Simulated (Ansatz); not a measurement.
## Generalised stacking fault on (111) (glide set) of a GaP-AlP solid solution (72 atoms): a reference run and its variants

The cell holds 72 atoms: 18 Al, 36 P and 18 Ga. Its edges and angles: a = 6.683 Å, b = 11.576 Å, c = 19.233 Å, α = 90.0°, β = 83.3°, γ = 90.0°. It derives from GaP and AlP. Zinc-blende GaP lattice (a = 5.4569 Å, the value set for the mixture), cell with z along [111], 1 x 3 x 2 periods; the third cell vector is tilted by 0.333 of 1/2[11-2] and lengthened by 0.2 Å, so the cell holds one fault (glide set); displaced by a Gaussian of 0.01 Å; 18 of 36 Ga sites given to Al at random (lattice constant by Vegard's rule between GaP and AlP).

Geometry: as built.

Reference run: Kohn-Sham DFT, PBEsol, PAW (set soft_2), plane waves (Ansatz 0.2.0), cutoff 420 eV, k-mesh 5×3×2, gaussian smearing of 0.025 eV.

* r.m.s. force component: 0.3097 eV/Å
* pressure: -0.9168 GPa
* gap (highest filled to lowest empty level): 1.209 eV
* SCF cycles: 9
* time: 12 min on 4 threads of Arm Neoverse V1, shared host

**Question.** The cell is repeated and solved at Γ. How do error, time and memory go?
- plane waves, 72 atoms (1×1×1)
- support functions, 72 atoms (1×1×1)
- plane waves, 144 atoms (2×1×1)
- support functions, 144 atoms (2×1×1)

Differences are against the typed cell on a 5×3×2 mesh, which samples like Γ on 2160 atoms (r.m.s. force component 0.310 eV/Å, gap 1.21 eV). Every repeated cell is solved at Γ, and forces are averaged over the copies of each atom. Hardware: 4 threads of Arm Neoverse V1, shared host.

```tsv
atoms	repeats	basis	Δ force, r.m.s. (meV/Å)	Δ energy (meV/atom)	less plane waves of the same size (meV/atom)	gap (eV)	spread among copies (meV/Å)	SCF cycles	time	host memory (GiB)
72	1×1×1	plane waves	121	32.5	-	-	-	9	13 s	1.6
72	1×1×1	support functions	121	31.7	-0.84	1.26	-	13	2 min	3.1
144	2×1×1	plane waves	17.5	40.0	-	-	0	8	53 s	4.5
144	2×1×1	support functions	17.5	39.1	-0.84	1.28	0	13	3.7 min	5.5
```

Repeating the cell at Γ samples more k-points: in plane waves the energy difference from the dense mesh goes from 32.5 meV/atom at 72 atoms to 40.0 at 144, and the force difference from 121 to 17 meV/Å. At equal size the support functions lie 0.84 meV/atom below plane waves, likely because their grid holds more waves than 420 eV; no run tests this. At the largest size the support functions' forces differ from the reference by 5.7 % of the r.m.s. force, which holds the difference of sampling between the two as well as that of the basis. In some support-function runs the search for missed states was left out or partial.

[Logs are printed without paths, hosts, clocks, repeated set-up lines and the standing remarks that a program may print on its own settings, such as how far it seeks lower states.]

[Hosts, paths, dates, database ids (printed as entryN), source tags and the programs' standing remarks are cut or masked in the printed files.]
